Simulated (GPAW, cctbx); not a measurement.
# Bonding in BaZn6Si as X-rays see it

Question: by how much does bonding change the X-ray structure factors of BaZn6Si, how firmly does DFT give the change, and what does a routine refinement make of it?

The cell comes from substitution in a known structure type and wasn't matched to any measured phase. All numbers below are calculated.

### 1. Find the equilibrium geometry

The density hangs on the geometry, so cell and atoms are relaxed first, with the symmetry held. The cutoff is set higher than for the density because stress converges slowly with plane waves.

Settings: GPAW 26.7.0, PBE, 570 eV, 4×4×4 k-points, Fermi–Dirac width 0.1 eV, BFGS to 0.03 eV/Å.

```text
cell
1.0
    -4.753000000    0.000000000    0.000000000
     0.000000000   -5.856000000    0.000000000
     0.000000000    2.928000000    5.612500000
Ba Zn Si
1 6 1
Direct
0.500000000 0.173500000 0.347000000
0.000000000 0.820000000 0.640000000
0.000000000 0.338200000 0.676400000
0.000000000 0.824800000 0.150200000
0.000000000 0.325400000 0.150200000
0.500000000 0.685900000 0.860200000
0.500000000 0.174300000 0.860200000
0.500000000 0.640100000 0.280200000
```

```console
$ OMP_NUM_THREADS=1 mpirun -n 4 gpaw python run.py > gpaw.log
```

```text
BFGS:    0      -12.300775        1.065069
BFGS:    1      -12.363961        1.022379
BFGS:    2      -12.752702        0.836529
BFGS:    3      -12.831734        0.925037
...
BFGS:   38      -14.895204        0.110154
BFGS:   39      -14.900294        0.104933
BFGS:   40      -14.903424        0.072315
cell  4.2558 5.2038 8.3297  108.20 90.00 90.00
volume 175.239 A^3, largest force 0.072 eV/A, largest stress 0.31 GPa
```

The cell moved far, while the k-mesh and basis were chosen for the start, so the final shape may be somewhat biased.

After 40 steps the volume has changed by +12.2 % and the energy by -2.603 eV; the largest stress left is 0.31 GPa. The run stopped at its step limit, short of the threshold (last value 0.072 eV/Å), so the geometry is not fully relaxed. It took 19 min on 4 cores of AMD EPYC 9R14 (Zen 4) (shared host), peak memory 2 GiB.

Relaxed structure: Amm2 (no. 38), a = 4.2558 Å, b = 5.2038 Å, c = 15.8258 Å, α = 90.00°, β = 90.00°, γ = 90.00°.

```
atom  mult.    x       y       z
 Ba1      2  1/2       0  0.2077
 Zn1      2    0     1/2  0.3677
 Zn2      2    0       0  0.3787
 Zn3      4    0  0.2350  0.0497
 Zn4      4  1/2  0.7461  0.4287
 Si1      2  1/2     1/2  0.0713
```

### 2. The all-electron density

X-rays see the whole electron density, so the PAW density is rebuilt with its core regions. Subtracting spherical free atoms from the same code cancels the cores and leaves the deformation density Δρ, the part due to bonding.

Settings: PBE, 450 eV, 6×5×5 k-points (along the axes of the calculation cell), Fermi–Dirac width 0.1 eV; primitive cell of 8 atoms.

```console
$ OMP_NUM_THREADS=1 mpirun -n 4 gpaw python run.py > gpaw.log
```

```text
|iter:   1|       0s |  -15.610450 | +1.07 |       |
|iter:   2|       3s |  -15.562431 | +0.34 | -1.32 |
|iter:   3|       5s |  -15.461835 | -0.25 | -1.37 |
...
|iter:  15|      32s |  -14.753017c| -6.45 | -5.72c|
|iter:  16|      34s |  -14.753017c| -7.26 | -6.04c|
|iter:  17|      36s |  -14.753017c| -7.83c| -6.35c|
```

```text
gpts.py:43: UserWarning: Initial realspace grid (21,27,42) inconsistent with symmetries.
gpts.py:43: UserWarning: Initial realspace grid (21,27,42) inconsistent with symmetries.
gpts.py:43: UserWarning: Initial realspace grid (21,27,42) inconsistent with symmetries.
gpts.py:43: UserWarning: Initial realspace grid (21,27,42) inconsistent with symmetries.
gpts.py:70: UserWarning: Using symmetrized grid: (21,42,42).
gpts.py:70: UserWarning: Using symmetrized grid: (21,42,42).
gpts.py:70: UserWarning: Using symmetrized grid: (21,42,42).
gpts.py:70: UserWarning: Using symmetrized grid: (21,42,42).
grid (42, 84, 84)  electrons 250.000  moved by bonding 1.411 e
deformation density beyond 0.5 A of the nuclei: max 0.067, min -0.081 e/A^3
atom        x       y       z   Voronoi charge  moment
Ba1    0.5000  0.7923  0.5846      0.068       0.00
Zn2    0.0000  0.1323  0.2646      0.048       0.00
Zn3    0.0000  0.6213  0.2425     -0.022       0.00
Zn4    0.0000  0.7153  0.9006      0.065       0.00
Zn5    0.0000  0.1853  0.9006      0.065       0.00
Zn6    0.5000  0.8252  0.1426      0.020       0.00
Zn7    0.5000  0.3174  0.1426      0.020       0.00
Si8    0.5000  0.4287  0.8573     -0.263       0.00
mean inner potential of superposed free atoms 15.786 V
total magnetic moment 0.000 muB
```

Deformation density in a plane through the shortest contact of the Zn atom at the origin, in 0.01 e/Å³ (clipped at ±99); x from -1.6 to 4.0 Å, y from 2.4 down to -2.4 Å:

```text
  .   .  -2   1   2   1  -1  -1  -1  -1   1   2   1  -2   .   .
  .   .  -3   1   2   1  -1  -1  -1  -1   1   2   1  -3   .   .
 -3  -3   0   4   3   1   0  -1  -1   0   1   3   4   0  -3  -3
  3   2   4   5   2   0   0   0   0   0   0   2   5   4   2   3
  4   4   3  -1  -4  -4  -1   2   2  -1  -4  -4  -1   3   4   4
  1   2  -3  -7   .  -6  -3   4   4  -3  -6   .  -7  -3   2   1
  0   0  -5  -8   .   .  -5   5   5  -5   .   .  -8  -5   0   0
  1   1  -3  -7   .  -6  -3   4   4  -3  -6   .  -7  -3   1   1
  3   3   2  -1  -4  -4  -1   2   2  -1  -4  -4  -1   2   3   3
  2   2   4   4   2   0   0   0   0   0   0   2   4   4   2   2
 -2  -2   1   4   3   1   0   0   0   0   1   3   4   1  -2  -2
 -4  -4   0   3   3   1   0  -1  -1   0   1   3   3   0  -4  -4
 -3  -3   1   3   3   1   0   0   0   0   1   3   3   1  -3  -3
```

Atoms in or within 0.15 Å of the plane: Zn (0.0, 0.0), Zn (2.5, 0.0), Si (-1.4, 2.2), Si (3.8, 2.2) Å. Dots mark points within about 0.45 Å of a nucleus; large values next to them are atomic features.

Si gains most (-0.26 e) and Ba loses most (+0.07 e), in averages over each element's sites, as electronegativity suggests. Such charges fall far short of formal ones, since overlapping free atoms already put density on their neighbours. Along the shortest contact from the Zn atom at the map's origin, Zn–Zn at 2.45 Å, Δρ is +0.06 e/Å³ at the midpoint: a modest build-up. At the midpoints of other shortest contacts it is +0.05 (Zn–Si, 2.56 Å) and +0.01 (Ba–Si, 3.38 Å) e/Å³. Point values carry grid noise of about 0.01 e/Å³. The run needed 17 iterations, 48 s.

### 3. Structure factors

The Fourier components of Δρ, added to those of the free atoms, give the static X-ray structure factors; the Mott–Bethe relation turns them into the Fourier components V of the potential that fast electrons feel.

```text
static structure factors of the conventional cell: F in electrons, V (Mott-Bethe) in volts
   h  k  l      d  |F| table  |F| free   |F| DFT   change   |V| free  |V| DFT  change %
   0  0  2  7.9129   109.260   109.215   109.002   -0.213     1.775    1.884      6.2
   0  1  1  4.9434    88.564    88.697    88.889    0.192     2.475    2.405     -2.8
   1  0  0  4.2558    13.942    14.038    14.759    0.720     1.412    1.241    -12.1
   0  0  4  3.9564    82.002    82.024    81.998   -0.026     1.698    1.709      0.6
   1  0  2  3.7481    92.203    92.243    92.203   -0.040     2.337    2.329     -0.3
   0  1  3  3.7047   107.651   107.757   107.959    0.203     3.235    3.195     -1.2
   1  1  1  3.2252    80.905    80.896    80.827   -0.069     1.824    1.827      0.1
   1  0  4  2.8977   274.122   273.794   273.259   -0.535     5.459    5.517      1.1
   1  1  3  2.7943   122.262   122.293   122.476    0.183     3.021    3.003     -0.6
   0  1  5  2.7042   114.994   114.994   114.712   -0.282     2.653    2.679      1.0
   0  0  6  2.6376   277.306   276.913   276.347   -0.566     5.940    5.992      0.9
   0  2  0  2.6019    13.442    13.750    14.223    0.473     0.754    0.712     -5.6
   0  2  2  2.4717   204.914   204.444   203.814   -0.631     3.869    3.917      1.2
   1  1  5  2.2824    83.583    83.682    83.727    0.045     1.871    1.869     -0.1
```

The largest X-ray change is +0.72 e on 100, 5.1 % of |F|. For electrons V goes as (Z − F)/g², so a change of F counts against Z − F, which is small at low angle and wherever the atoms' terms cancel: |V| of 100 moves by -12.1 % (1.41 to 1.24 V) against +5.1 % in |F|. The last three rows still change by up to 0.63 e; the table stops while the angles are still low. The tabulated Hartree–Fock atoms differ from the free DFT atoms by up to 0.47 e, so the choice of reference atom matters too.

### 4. Which functional?

The same geometry is run with other functionals, to see whether the bonding signal is larger than the spread between approximations. Free atoms are LDA for LDA and PBE otherwise. Any other changed setting is in the row's label.

| run | ΔF 100 (e) | ΔF 006 (e) | ΔF 104 (e) | q(Si) (e) | moved (e) | time |
| --- | --- | --- | --- | --- | --- | --- |
| PBE | +0.720 | -0.566 | -0.535 | -0.263 | 1.411 | 48 s |
| LDA | +0.674 | -0.532 | -0.511 | -0.243 | 1.360 | 43 s |
| revPBE | +0.738 | -0.578 | -0.523 | -0.273 | 1.449 | 51 s |

At the base's settings ΔF(100) spans +0.674 to +0.738 e, a spread of 9 % of the PBE value; over the three listed reflections the spread is at most 9 %, so sign and size hold across the functionals. Times are from shared hosts.

### 5. Refining ordinary atoms against data with bonding

Routine crystallography fits spherical atoms. To see the bias, intensities are simulated from tabulated atoms plus the DFT change ΔF, so that bonding alone can misfit (8058 reflections of the full sphere, merged to the counts below, to 0.45 Å, 1.5 % proportional noise plus counting noise, assumed isotropic U as listed, Δρ smeared by the mean U) and refined with cctbx over different ranges.

```csv
range,data,R1,GooF,U Ba1 (true 0.0077),U Zn1 (true 0.0097),U Zn2 (true 0.0097),U Zn3 (true 0.0097),largest shift (Å),"Δρ max, min (e/Å³)"
all data,2313,0.0094,0.95,0.0077,0.0096,0.0097,0.0097,0.0014,"0.39, -0.39"
"low resolution, d > 0.84",390,0.0061,1.00,0.0076,0.0096,0.0096,0.0096,0.0005,"0.20, -0.23"
"high order, d < 0.75",1778,0.0117,0.94,0.0077,0.0097,0.0097,0.0097,0.0019,"0.32, -0.39"
"occupancies free, d > 0.7",656,0.0066,0.98,0.0077,0.0095,0.0096,0.0096,0.0005,"0.20, -0.25"
```

With all data GooF is 0.95, so at this noise the bonding hardly shows; the top residual peak, near noise level, lies 1.26 Å from Zn and 1.26 Å from Zn, between them. No U is off by more than 3 s.u. at low resolution. With Ba1 held at 1 and the scale free, the other occupancies refine to Zn1 0.999(0.002), Zn2 1.000(0.003), Zn3 0.999(0.002) and Zn4 1.000(0.002), within three s.u. of full.

### 6. Answer

Bonding moves 1.41 e in the primitive cell of BaZn6Si and changes the structure factors of the conventional cell in the table above by at most 0.72 e (100, 5.1 %). The shortest bond, Zn–Zn, has Δρ = +0.06 e/Å³ at its midpoint. At the base's settings ΔF(100) spans +0.674 to +0.738 e, a spread of 9 % of the PBE value; over the three listed reflections the spread is at most 9 %, so sign and size hold across the functionals. With all data GooF is 0.95, so at this noise the bonding hardly shows. Limits: static density, frozen cores, no spin–orbit coupling; relaxation unfinished.

[Outputs are excerpts: Python notices, other lines and further rows are left out; steps that failed or that the build refused (PBEsol, TPSS) are not shown.]

[Logs are printed without paths, hosts, clocks, repeated set-up lines and the standing remarks that a program may print on its own settings, such as how far it seeks lower states.]
